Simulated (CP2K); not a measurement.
Two runs for the C K edge of 2-ethynylimidazole. Run A: CP2K XAS_TDP, all-electron GAPW, PBEh(45%), aug-cc-pVDZ, TDA, no relativity. Run B differs in one setting.

First lines with a strength over 0.0015. A:

```csv
atom,energy (eV),states,"strength, one atom"
C1 (bonded to C and H),281.69,1,0.0434
,281.92,1,0.0504
,284.60,1,0.0051
,285.04,1,0.0046
,285.85,1,0.0025
C2 (bonded to 2 C),281.90,1,0.0350
,282.07,1,0.0489
,285.67,1,0.0207
,286.78,1,0.0026
,287.00,1,0.0032
C3 (bonded to C and 2 N),283.17,1,0.0443
,285.95,1,0.0074
,286.46,1,0.0016
,287.14,1,0.0015
,287.66,1,0.0202
"C5 (bonded to C, N and H)",282.64,1,0.0556
,284.83,1,0.0067
,285.35,1,0.0037
,285.96,1,0.0044
,286.29,1,0.0024
"C6 (bonded to C, N and H)",282.49,1,0.0500
,284.82,1,0.0114
,285.19,1,0.0042
,285.74,1,0.0038
,286.52,1,0.0033
```

B:

```csv
atom,energy (eV),states,"strength, one atom"
C1 (bonded to C and H),281.94,1,0.0435
,282.17,1,0.0506
,284.88,1,0.0054
,285.32,1,0.0043
,286.14,1,0.0025
C2 (bonded to 2 C),282.13,1,0.0353
,282.30,1,0.0492
,285.91,1,0.0206
,287.02,1,0.0025
,287.26,1,0.0033
C3 (bonded to C and 2 N),283.46,1,0.0445
,286.25,1,0.0074
,286.76,1,0.0016
,287.44,1,0.0016
,287.96,1,0.0201
"C5 (bonded to C, N and H)",282.91,1,0.0557
,285.12,1,0.0067
,285.63,1,0.0038
,286.24,1,0.0044
,286.58,1,0.0022
"C6 (bonded to C, N and H)",282.77,1,0.0500
,285.12,1,0.0115
,285.48,1,0.0042
,286.03,1,0.0038
,286.81,1,0.0033
```

Which was it: scalar relativity switched on, GW2X switched on, the basis, the functional?

Scalar relativity switched on. Relativity shifts all lines of an element by nearly the same amount and keeps their strengths. Against PBEh(45%) in aug-cc-pVDZ, the leading lines move by +0.25 eV (C1, to 281.94), +0.23 eV (C2, to 282.13), +0.29 eV (C3, to 283.46), +0.27 eV (C5, to 282.91) and +0.28 eV (C6, to 282.77).

[Banner, clock and machine lines of the logs are left out without a mark of their own.]

[Logs are printed without paths, hosts, clocks, repeated set-up lines and the standing remarks that a program may print on its own settings, such as how far it seeks lower states.]

[Hosts, paths, dates, database ids (printed as entryN), source tags and the programs' standing remarks are cut or masked in the printed files.]
